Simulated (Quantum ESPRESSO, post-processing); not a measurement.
# Ti(0001), 4 layers: vacuum convergence, part 2 of 2

Aim: how far one choice must go before the vacuum level and the energy of Ti(0001), 4 layers stand still, and what it costs.

Quantum ESPRESSO 7.5; plane-wave DFT, PBE, GBRV ultrasoft pseudopotentials.

So far. Step 3 (Electrostatic potential): Inside the slab this potential holds the local part of the pseudopotentials, which can be repulsive at the nuclei; only its value in the vacuum has a meaning of its own. Step 5 (Electrostatic potential): Counted from each run's own zero (the Fermi level), the vacuum level differs from the first run's by -1 meV.

**6. SCF with pw.x: 14 Å of vacuum**

File c4.in:

```
&control
  prefix = 'c4'
  outdir = './out'
  pseudo_dir = './pseudo'
  calculation = 'scf'
  tprnfor = .true.
/
&system
  ibrav = 0
  nat = 4
  ntyp = 1
  ecutwfc = 40
  ecutrho = 200
  occupations = 'smearing'
  smearing = 'mv'
  degauss = 0.02
/
&electrons
  conv_thr = 1e-07
  mixing_beta = 0.4
  electron_maxstep = 120
  mixing_mode = 'local-TF'
/
ATOMIC_SPECIES
  Ti  47.8670  ti_pbe_v1.4.uspp.F.UPF
CELL_PARAMETERS angstrom
  2.95000000000000 0.00000000000000 0.00000000000000
  1.47500000000000 2.55477494116409 0.00000000000000
  0.00000000000000 0.00000000000000 21.02690000000000
ATOMIC_POSITIONS crystal
  Ti  0.666666666700 0.666666666700 0.332906895453
  Ti  0.000000000000 0.000000000000 0.444302298484
  Ti  0.666666666700 0.666666666700 0.555697701516
  Ti  0.000000000000 0.000000000000 0.667093104547
K_POINTS automatic
  12 12 1 0 0 0
```

The run is started by

```
> OMP_NUM_THREADS=1 mpirun -n 4 pw.x -nk 4 -in c4.in > c4.out
```

Output:

```text
[banner, memory and clock lines left out]
Program PWSCF v.7.5 starts
[...]
Message from routine setup:
[...]
number of electrons       =        48.00
     number of Kohn-Sham states=           29
     kinetic-energy cutoff     =      40.0000  Ry
     charge density cutoff     =     200.0000  Ry
[...]
number of k points=    19  Marzari-Vanderbilt smearing, width (Ry)=  0.0200
[...]
Dense  grid:    51239 G-vectors     FFT dimensions: (  27,  27, 180)
[...]
negative rho (up, down):  1.071E-02 0.000E+00
     Starting wfcs are   40 randomized atomic wfcs
[...]
negative rho (up, down):  1.548E-02 0.000E+00
[...]
estimated scf accuracy    <       2.73544382 Ry
[...]
negative rho (up, down):  3.036E-02 0.000E+00
[...]
estimated scf accuracy    <       1.16540057 Ry
[...]
negative rho (up, down):  2.265E-02 0.000E+00
[...]
estimated scf accuracy    <       0.15588956 Ry
[...]
negative rho (up, down):  2.475E-02 0.000E+00
[...]
estimated scf accuracy    <       0.13007955 Ry
[...]
negative rho (up, down):  2.231E-02 0.000E+00
[...]
estimated scf accuracy    <       0.00335614 Ry
[...]
negative rho (up, down):  2.067E-02 0.000E+00
[...]
estimated scf accuracy    <       0.00284767 Ry
[...]
negative rho (up, down):  1.499E-02 0.000E+00
[...]
estimated scf accuracy    <       0.00103317 Ry
[...]
negative rho (up, down):  1.357E-02 0.000E+00
[...]
estimated scf accuracy    <       0.00067394 Ry
[...]
negative rho (up, down):  9.256E-03 0.000E+00
[...]
estimated scf accuracy    <       0.00138276 Ry
[...]
negative rho (up, down):  8.058E-03 0.000E+00
[...]
estimated scf accuracy    <       0.00104140 Ry
[...]
negative rho (up, down):  7.839E-03 0.000E+00
[...]
estimated scf accuracy    <       0.00007378 Ry
[...]
negative rho (up, down):  7.621E-03 0.000E+00
[...]
estimated scf accuracy    <       0.00015305 Ry
[...]
negative rho (up, down):  7.658E-03 0.000E+00
[...]
estimated scf accuracy    <       0.00004061 Ry
[...]
negative rho (up, down):  7.636E-03 0.000E+00
[...]
estimated scf accuracy    <       0.00000665 Ry
[...]
negative rho (up, down):  7.595E-03 0.000E+00
[...]
estimated scf accuracy    <       0.00001250 Ry
[...]
negative rho (up, down):  7.588E-03 0.000E+00
[...]
estimated scf accuracy    <       0.00000152 Ry
[...]
negative rho (up, down):  7.586E-03 0.000E+00
[...]
estimated scf accuracy    <       0.00000066 Ry
[...]
negative rho (up, down):  7.579E-03 0.000E+00
[...]
the Fermi energy is     3.5697 ev
!    total energy              =    -476.85830664 Ry
     estimated scf accuracy    <       0.00000003 Ry
     smearing contrib. (-TS)   =      -0.00436859 Ry
     internal energy E=F+TS    =    -476.85393805 Ry
[...]
one-electron contribution =   -2431.60640191 Ry
     hartree contribution      =    1214.33615087 Ry
     xc contribution           =     -71.93568399 Ry
     ewald contribution        =     812.35199698 Ry
     convergence has been achieved in  18 iterations
     negative rho (up, down):  7.579E-03 0.000E+00
[...]
Total force =     0.049030     Total SCF correction =     0.000709
[...]
```

Elapsed: 30 s, on 4 MPI ranks of Arm Neoverse V1, shared host; peak memory 0.36 GiB.

Read from the output:

- free energy: -6487.9878 eV
- Fermi energy: 3.570 eV

The program's own clock; routines nest. Time by routine:

```csv
routine,wall time (s),calls
PWSCF,29.17,1
electrons,28.03,1
c_bands,18.1,18
cegterg,15.99,90
h_psi,12.2,450
fftw,11.23,15720
vloc_psi,10.24,450
mix_rho,4.46,18
sum_band,3.53,18
ffts,2.85,2090
calbec,1.37,560
newd,1,19
add_vuspsi,0.97,450
s_psi,0.95,450
```

**7. Electrostatic potential**

File c4.pot.in:

```
&inputpp
  prefix = 'c4'
  outdir = './out'
  filplot = 'c4.pot.dat'
  plot_num = 11
/
```

The run is started by

```
> OMP_NUM_THREADS=1 mpirun -n 4 pp.x -in c4.pot.in > c4.pot.out
```

The job ended after 0.79 s (4 MPI ranks; peak memory 0.1 GiB).

Numbers from this step:

* potential in the middle of the vacuum, over the Fermi level: 4.434 eV

Counted from each run's own zero (the Fermi level), the vacuum level differs from the first run's by +2 meV.

**8. SCF with pw.x: 12 Å of vacuum**

File c6.in:

```
&control
  prefix = 'c6'
  outdir = './out'
  pseudo_dir = './pseudo'
  calculation = 'scf'
  tprnfor = .true.
/
&system
  ibrav = 0
  nat = 4
  ntyp = 1
  ecutwfc = 40
  ecutrho = 200
  occupations = 'smearing'
  smearing = 'mv'
  degauss = 0.02
/
&electrons
  conv_thr = 1e-07
  mixing_beta = 0.4
  electron_maxstep = 120
  mixing_mode = 'local-TF'
/
ATOMIC_SPECIES
  Ti  47.8670  ti_pbe_v1.4.uspp.F.UPF
CELL_PARAMETERS angstrom
  2.95000000000000 0.00000000000000 0.00000000000000
  1.47500000000000 2.55477494116409 0.00000000000000
  0.00000000000000 0.00000000000000 19.02690000000000
ATOMIC_POSITIONS crystal
  Ti  0.666666666700 0.666666666700 0.315343014364
  Ti  0.000000000000 0.000000000000 0.438447671455
  Ti  0.666666666700 0.666666666700 0.561552328545
  Ti  0.000000000000 0.000000000000 0.684656985636
K_POINTS automatic
  12 12 1 0 0 0
```

The run is started by

```
> OMP_NUM_THREADS=1 mpirun -n 4 pw.x -nk 4 -in c6.in > c6.out
```

Output:

```text
[banner, memory and clock lines left out]
Program PWSCF v.7.5 starts
[...]
Message from routine setup:
[...]
number of electrons       =        48.00
     number of Kohn-Sham states=           29
     kinetic-energy cutoff     =      40.0000  Ry
     charge density cutoff     =     200.0000  Ry
[...]
number of k points=    19  Marzari-Vanderbilt smearing, width (Ry)=  0.0200
[...]
Dense  grid:    46373 G-vectors     FFT dimensions: (  27,  27, 162)
[...]
negative rho (up, down):  1.000E-02 0.000E+00
     Starting wfcs are   40 randomized atomic wfcs
[...]
negative rho (up, down):  1.441E-02 0.000E+00
[...]
estimated scf accuracy    <       2.75417031 Ry
[...]
negative rho (up, down):  2.832E-02 0.000E+00
[...]
estimated scf accuracy    <       1.16690672 Ry
[...]
negative rho (up, down):  2.113E-02 0.000E+00
[...]
estimated scf accuracy    <       0.12329200 Ry
[...]
negative rho (up, down):  2.272E-02 0.000E+00
[...]
estimated scf accuracy    <       0.09611768 Ry
[...]
negative rho (up, down):  2.000E-02 0.000E+00
[...]
estimated scf accuracy    <       0.00299313 Ry
[...]
negative rho (up, down):  1.675E-02 0.000E+00
[...]
estimated scf accuracy    <       0.00196366 Ry
[...]
negative rho (up, down):  1.245E-02 0.000E+00
[...]
estimated scf accuracy    <       0.00344105 Ry
[...]
negative rho (up, down):  9.780E-03 0.000E+00
[...]
estimated scf accuracy    <       0.00032712 Ry
[...]
negative rho (up, down):  7.537E-03 0.000E+00
[...]
estimated scf accuracy    <       0.00121951 Ry
[...]
negative rho (up, down):  7.055E-03 0.000E+00
[...]
estimated scf accuracy    <       0.00049606 Ry
[...]
negative rho (up, down):  6.849E-03 0.000E+00
[...]
estimated scf accuracy    <       0.00004459 Ry
[...]
negative rho (up, down):  6.842E-03 0.000E+00
[...]
estimated scf accuracy    <       0.00015145 Ry
[...]
negative rho (up, down):  6.847E-03 0.000E+00
[...]
estimated scf accuracy    <       0.00005355 Ry
[...]
negative rho (up, down):  6.856E-03 0.000E+00
[...]
estimated scf accuracy    <       0.00002401 Ry
[...]
negative rho (up, down):  6.837E-03 0.000E+00
[...]
estimated scf accuracy    <       0.00000147 Ry
[...]
negative rho (up, down):  6.837E-03 0.000E+00
[...]
estimated scf accuracy    <       0.00000102 Ry
[...]
negative rho (up, down):  6.836E-03 0.000E+00
[...]
estimated scf accuracy    <       0.00000119 Ry
[...]
negative rho (up, down):  6.836E-03 0.000E+00
[...]
estimated scf accuracy    <       0.00000072 Ry
[...]
negative rho (up, down):  6.830E-03 0.000E+00
[...]
the Fermi energy is     4.4110 ev
!    total energy              =    -476.85832879 Ry
     estimated scf accuracy    <          6.2E-09 Ry
     smearing contrib. (-TS)   =      -0.00436840 Ry
     internal energy E=F+TS    =    -476.85396039 Ry
[...]
one-electron contribution =   -1896.33208876 Ry
     hartree contribution      =     948.18587990 Ry
     xc contribution           =     -71.93573436 Ry
     ewald contribution        =     543.22798284 Ry
     convergence has been achieved in  19 iterations
     negative rho (up, down):  6.830E-03 0.000E+00
[...]
Total force =     0.049154     Total SCF correction =     0.000284
[...]
```

It took 28 s on 4 MPI ranks; peak memory 0.43 GiB.

This step gave:

| Property | Result |
| --- | --- |
| free energy | -6487.9881 eV |
| Fermi energy | 4.411 eV |

The program's own clock; routines nest. Time by routine:

```csv
routine,wall time (s),calls
PWSCF,27.01,1
electrons,25.98,1
c_bands,17.07,19
cegterg,15.21,95
h_psi,11.71,459
fftw,10.87,16385
vloc_psi,9.89,459
mix_rho,4.29,19
sum_band,3.16,19
ffts,2.83,2181
calbec,1.29,574
add_vuspsi,0.91,459
v_of_rho,0.9,20
s_psi,0.89,459
```

**9. Electrostatic potential**

File c6.pot.in:

```
&inputpp
  prefix = 'c6'
  outdir = './out'
  filplot = 'c6.pot.dat'
  plot_num = 11
/
```

The run is started by

```
> OMP_NUM_THREADS=1 mpirun -n 4 pp.x -in c6.pot.in > c6.pot.out
```

The job ended after 0.78 s (4 MPI ranks; peak memory 0.1 GiB).

Numbers from this step:

```
potential in the middle of the vacuum, over the Fermi level : 4.431 eV
```

Counted from each run's own zero (the Fermi level), the vacuum level differs from the first run's by -1 meV.

**10. SCF with pw.x: 10 Å of vacuum**

File c8.in:

```
&control
  prefix = 'c8'
  outdir = './out'
  pseudo_dir = './pseudo'
  calculation = 'scf'
  tprnfor = .true.
/
&system
  ibrav = 0
  nat = 4
  ntyp = 1
  ecutwfc = 40
  ecutrho = 200
  occupations = 'smearing'
  smearing = 'mv'
  degauss = 0.02
/
&electrons
  conv_thr = 1e-07
  mixing_beta = 0.4
  electron_maxstep = 120
  mixing_mode = 'local-TF'
/
ATOMIC_SPECIES
  Ti  47.8670  ti_pbe_v1.4.uspp.F.UPF
CELL_PARAMETERS angstrom
  2.95000000000000 0.00000000000000 0.00000000000000
  1.47500000000000 2.55477494116409 0.00000000000000
  0.00000000000000 0.00000000000000 17.02690000000000
ATOMIC_POSITIONS crystal
  Ti  0.666666666700 0.666666666700 0.293652984395
  Ti  0.000000000000 0.000000000000 0.431217661465
  Ti  0.666666666700 0.666666666700 0.568782338535
  Ti  0.000000000000 0.000000000000 0.706347015605
K_POINTS automatic
  12 12 1 0 0 0
```

The run is started by

```
> OMP_NUM_THREADS=1 mpirun -n 4 pw.x -nk 4 -in c8.in > c8.out
```

Output:

```text
[banner, memory and clock lines left out]
Program PWSCF v.7.5 starts
[...]
Message from routine setup:
[...]
number of electrons       =        48.00
     number of Kohn-Sham states=           29
     kinetic-energy cutoff     =      40.0000  Ry
     charge density cutoff     =     200.0000  Ry
[...]
number of k points=    19  Marzari-Vanderbilt smearing, width (Ry)=  0.0200
[...]
Dense  grid:    41521 G-vectors     FFT dimensions: (  27,  27, 150)
[...]
negative rho (up, down):  8.558E-03 0.000E+00
     Starting wfcs are   40 randomized atomic wfcs
[...]
negative rho (up, down):  1.238E-02 0.000E+00
[...]
estimated scf accuracy    <       2.74345557 Ry
[...]
negative rho (up, down):  2.334E-02 0.000E+00
[...]
estimated scf accuracy    <       1.16863372 Ry
[...]
negative rho (up, down):  1.623E-02 0.000E+00
[...]
estimated scf accuracy    <       0.11290603 Ry
[...]
negative rho (up, down):  1.678E-02 0.000E+00
[...]
estimated scf accuracy    <       0.07928227 Ry
[...]
negative rho (up, down):  1.196E-02 0.000E+00
[...]
estimated scf accuracy    <       0.00148604 Ry
[...]
negative rho (up, down):  9.641E-03 0.000E+00
[...]
estimated scf accuracy    <       0.00147382 Ry
[...]
negative rho (up, down):  6.165E-03 0.000E+00
[...]
estimated scf accuracy    <       0.00041107 Ry
[...]
negative rho (up, down):  5.643E-03 0.000E+00
[...]
estimated scf accuracy    <       0.00009560 Ry
[...]
negative rho (up, down):  5.307E-03 0.000E+00
[...]
estimated scf accuracy    <       0.00037710 Ry
[...]
negative rho (up, down):  5.238E-03 0.000E+00
[...]
estimated scf accuracy    <       0.00002382 Ry
[...]
negative rho (up, down):  5.232E-03 0.000E+00
[...]
estimated scf accuracy    <       0.00000331 Ry
[...]
negative rho (up, down):  5.233E-03 0.000E+00
[...]
estimated scf accuracy    <       0.00000110 Ry
[...]
negative rho (up, down):  5.229E-03 0.000E+00
[...]
estimated scf accuracy    <       0.00000153 Ry
[...]
negative rho (up, down):  5.225E-03 0.000E+00
[...]
the Fermi energy is     5.4492 ev
!    total energy              =    -476.85834812 Ry
     estimated scf accuracy    <       0.00000005 Ry
     smearing contrib. (-TS)   =      -0.00436032 Ry
     internal energy E=F+TS    =    -476.85398780 Ry
[...]
one-electron contribution =   -1394.49018480 Ry
     hartree contribution      =     699.09534262 Ry
     xc contribution           =     -71.93599038 Ry
     ewald contribution        =     290.47684475 Ry
     convergence has been achieved in  14 iterations
     negative rho (up, down):  5.225E-03 0.000E+00
[...]
Total force =     0.048836     Total SCF correction =     0.000915
[...]
```

The job ended after 20 s (4 MPI ranks; peak memory 0.41 GiB; 81 s of CPU time).

Read from the output:

| Item | Value |
| --- | --- |
| free energy | -6487.9883 eV |
| Fermi energy | 5.449 eV |

The program's own clock; routines nest. Time by routine:

```csv
routine,wall time (s),calls
PWSCF,19.7,1
electrons,18.74,1
c_bands,13.08,14
cegterg,11.58,70
h_psi,8.9,400
fftw,8.21,12952
vloc_psi,7.56,400
mix_rho,2.54,14
sum_band,2.15,14
ffts,1.69,1418
calbec,0.94,490
init_run,0.69,1
add_vuspsi,0.67,400
s_psi,0.66,400
```

**11. Electrostatic potential**

File c8.pot.in:

```
&inputpp
  prefix = 'c8'
  outdir = './out'
  filplot = 'c8.pot.dat'
  plot_num = 11
/
```

The run is started by

```
> OMP_NUM_THREADS=1 mpirun -n 4 pp.x -in c8.pot.in > c8.pot.out
```

Run time: 0.76 s. Hardware: 4 MPI ranks; peak memory 0.1 GiB; 2.8 s of CPU time.

This step gave:

```
potential in the middle of the vacuum, over the Fermi level : 4.432 eV
```

Counted from each run's own zero (the Fermi level), the vacuum level differs from the first run's by -0 meV.

**12. Self-consistent run: 8 Å of vacuum**

File c10.in:

```
&control
  prefix = 'c10'
  outdir = './out'
  pseudo_dir = './pseudo'
  calculation = 'scf'
  tprnfor = .true.
/
&system
  ibrav = 0
  nat = 4
  ntyp = 1
  ecutwfc = 40
  ecutrho = 200
  occupations = 'smearing'
  smearing = 'mv'
  degauss = 0.02
/
&electrons
  conv_thr = 1e-07
  mixing_beta = 0.4
  electron_maxstep = 120
  mixing_mode = 'local-TF'
/
ATOMIC_SPECIES
  Ti  47.8670  ti_pbe_v1.4.uspp.F.UPF
CELL_PARAMETERS angstrom
  2.95000000000000 0.00000000000000 0.00000000000000
  1.47500000000000 2.55477494116409 0.00000000000000
  0.00000000000000 0.00000000000000 15.02690000000000
ATOMIC_POSITIONS crystal
  Ti  0.666666666700 0.666666666700 0.266189300521
  Ti  0.000000000000 0.000000000000 0.422063100174
  Ti  0.666666666700 0.666666666700 0.577936899826
  Ti  0.000000000000 0.000000000000 0.733810699479
K_POINTS automatic
  12 12 1 0 0 0
```

The run is started by

```
> OMP_NUM_THREADS=1 mpirun -n 4 pw.x -nk 4 -in c10.in > c10.out
```

Output:

```text
[banner, memory and clock lines left out]
Program PWSCF v.7.5 starts
[...]
Message from routine setup:
[...]
number of electrons       =        48.00
     number of Kohn-Sham states=           29
     kinetic-energy cutoff     =      40.0000  Ry
     charge density cutoff     =     200.0000  Ry
[...]
number of k points=    19  Marzari-Vanderbilt smearing, width (Ry)=  0.0200
[...]
Dense  grid:    36547 G-vectors     FFT dimensions: (  27,  27, 128)
[...]
negative rho (up, down):  8.219E-03 0.000E+00
     Starting wfcs are   40 randomized atomic wfcs
[...]
negative rho (up, down):  8.788E-03 0.000E+00
[...]
estimated scf accuracy    <       2.75968431 Ry
[...]
negative rho (up, down):  1.046E-02 0.000E+00
[...]
estimated scf accuracy    <       1.17314432 Ry
[...]
negative rho (up, down):  7.341E-03 0.000E+00
[...]
estimated scf accuracy    <       0.12896346 Ry
[...]
negative rho (up, down):  7.029E-03 0.000E+00
[...]
estimated scf accuracy    <       0.09004099 Ry
[...]
negative rho (up, down):  5.655E-03 0.000E+00
[...]
estimated scf accuracy    <       0.00427372 Ry
[...]
negative rho (up, down):  5.571E-03 0.000E+00
[...]
estimated scf accuracy    <       0.00323260 Ry
[...]
negative rho (up, down):  5.502E-03 0.000E+00
[...]
estimated scf accuracy    <       0.00004853 Ry
[...]
negative rho (up, down):  5.504E-03 0.000E+00
[...]
estimated scf accuracy    <       0.00026813 Ry
[...]
negative rho (up, down):  5.523E-03 0.000E+00
[...]
estimated scf accuracy    <       0.00026167 Ry
[...]
negative rho (up, down):  5.524E-03 0.000E+00
[...]
estimated scf accuracy    <       0.00000541 Ry
[...]
negative rho (up, down):  5.522E-03 0.000E+00
[...]
estimated scf accuracy    <       0.00005998 Ry
[...]
negative rho (up, down):  5.520E-03 0.000E+00
[...]
estimated scf accuracy    <       0.00001922 Ry
[...]
negative rho (up, down):  5.520E-03 0.000E+00
[...]
estimated scf accuracy    <       0.00000633 Ry
[...]
negative rho (up, down):  5.520E-03 0.000E+00
[...]
estimated scf accuracy    <       0.00000178 Ry
[...]
negative rho (up, down):  5.520E-03 0.000E+00
[...]
estimated scf accuracy    <       0.00000015 Ry
[...]
negative rho (up, down):  5.520E-03 0.000E+00
[...]
estimated scf accuracy    <       0.00000042 Ry
[...]
negative rho (up, down):  5.520E-03 0.000E+00
[...]
the Fermi energy is     6.7575 ev
!    total energy              =    -476.85856245 Ry
     estimated scf accuracy    <       0.00000007 Ry
     smearing contrib. (-TS)   =      -0.00426586 Ry
     internal energy E=F+TS    =    -476.85429659 Ry
[...]
one-electron contribution =    -939.42221670 Ry
     hartree contribution      =     473.86750304 Ry
     xc contribution           =     -71.93559189 Ry
     ewald contribution        =      60.63600896 Ry
     convergence has been achieved in  17 iterations
     negative rho (up, down):  5.520E-03 0.000E+00
[...]
Total force =     0.048187     Total SCF correction =     0.001182
[...]
```

Wall time 20 s (4 MPI ranks); peak memory 0.38 GiB.

Read from the output:

```
free energy  : -6487.9913 eV
Fermi energy : 6.758 eV
```

The program's own clock; routines nest. Time by routine:

```csv
routine,wall time (s),calls
PWSCF,19.6,1
electrons,18.75,1
c_bands,13.69,17
cegterg,12.13,85
h_psi,9.06,514
fftw,8.23,15919
vloc_psi,7.6,514
sum_band,2.23,17
mix_rho,1.88,17
ffts,1.21,1307
calbec,1,619
add_vuspsi,0.72,514
s_psi,0.71,514
h_psi:calbec,0.7,514
```

**13. Electrostatic potential**

File c10.pot.in:

```
&inputpp
  prefix = 'c10'
  outdir = './out'
  filplot = 'c10.pot.dat'
  plot_num = 11
/
```

The run is started by

```
> OMP_NUM_THREADS=1 mpirun -n 4 pp.x -in c10.pot.in > c10.pot.out
```

Wall time 0.76 s (4 MPI ranks); peak memory 0.1 GiB.

This step gave:

| Quantity | Value |
| --- | --- |
| potential in the middle of the vacuum, over the Fermi level | 4.454 eV |

Counted from each run's own zero (the Fermi level), the vacuum level differs from the first run's by +21 meV.

**14. The series side by side**

All levels:

```csv
level,vacuum level over the Fermi level (eV),its change from the first (meV),energy from the first (meV an atom),SCF iterations,wall time (s),peak memory (GiB),CPU time (s)
24 Å of vacuum,4.432,0,0,18,45.57,0.48,181.8
18 Å of vacuum,4.431,-1.242,0.04163,17,34.86,0.4,139.1
14 Å of vacuum,4.434,1.581,0.01452,18,29.71,0.36,118.5
12 Å of vacuum,4.431,-1.001,-0.06082,19,27.55,0.43,109.9
10 Å of vacuum,4.432,-0.1978,-0.1266,14,20.25,0.41,80.65
8 Å of vacuum,4.454,21.48,-0.8556,17,20.15,0.38,80.29
```

**15. Outcome**

- vacuum level over the Fermi level, 24 Å of vacuum: 4.432 eV
- cheapest step of the main series that, with all steps before it, keeps the vacuum level within 20 meV of the first: 10 Å of vacuum: -0 meV, 81 s of CPU time against 3 min
- setting with the largest shift of the level: 8 Å of vacuum: +21 meV

The cheapest step of the main series that, with all steps before it, keeps the vacuum level within 20 meV of the first is 10 Å of vacuum: -0 meV, 81 s of CPU time against 3 min. Over the series the energy moves by up to 0.856 meV an atom and the vacuum level by up to 21 meV. The level is read in the middle of the vacuum, where a short gap still holds the tails of both faces. The times come from a shared host and are rough. Peak memory is sampled during the run and can miss the peak. The geometry is as built, not relaxed.

[Logs are printed without paths, hosts, clocks, repeated set-up lines and the standing remarks that a program may print on its own settings, such as how far it seeks lower states.]

[Hosts, paths, dates, database ids (printed as entryN), source tags and the programs' standing remarks are cut or masked in the printed files.]

[Maps of the electrostatic potential energy from Ansatz leave out the sawtooth potential of an applied field or a dipole correction, so their vacuum need not be flat; planar profiles and work functions include it.]
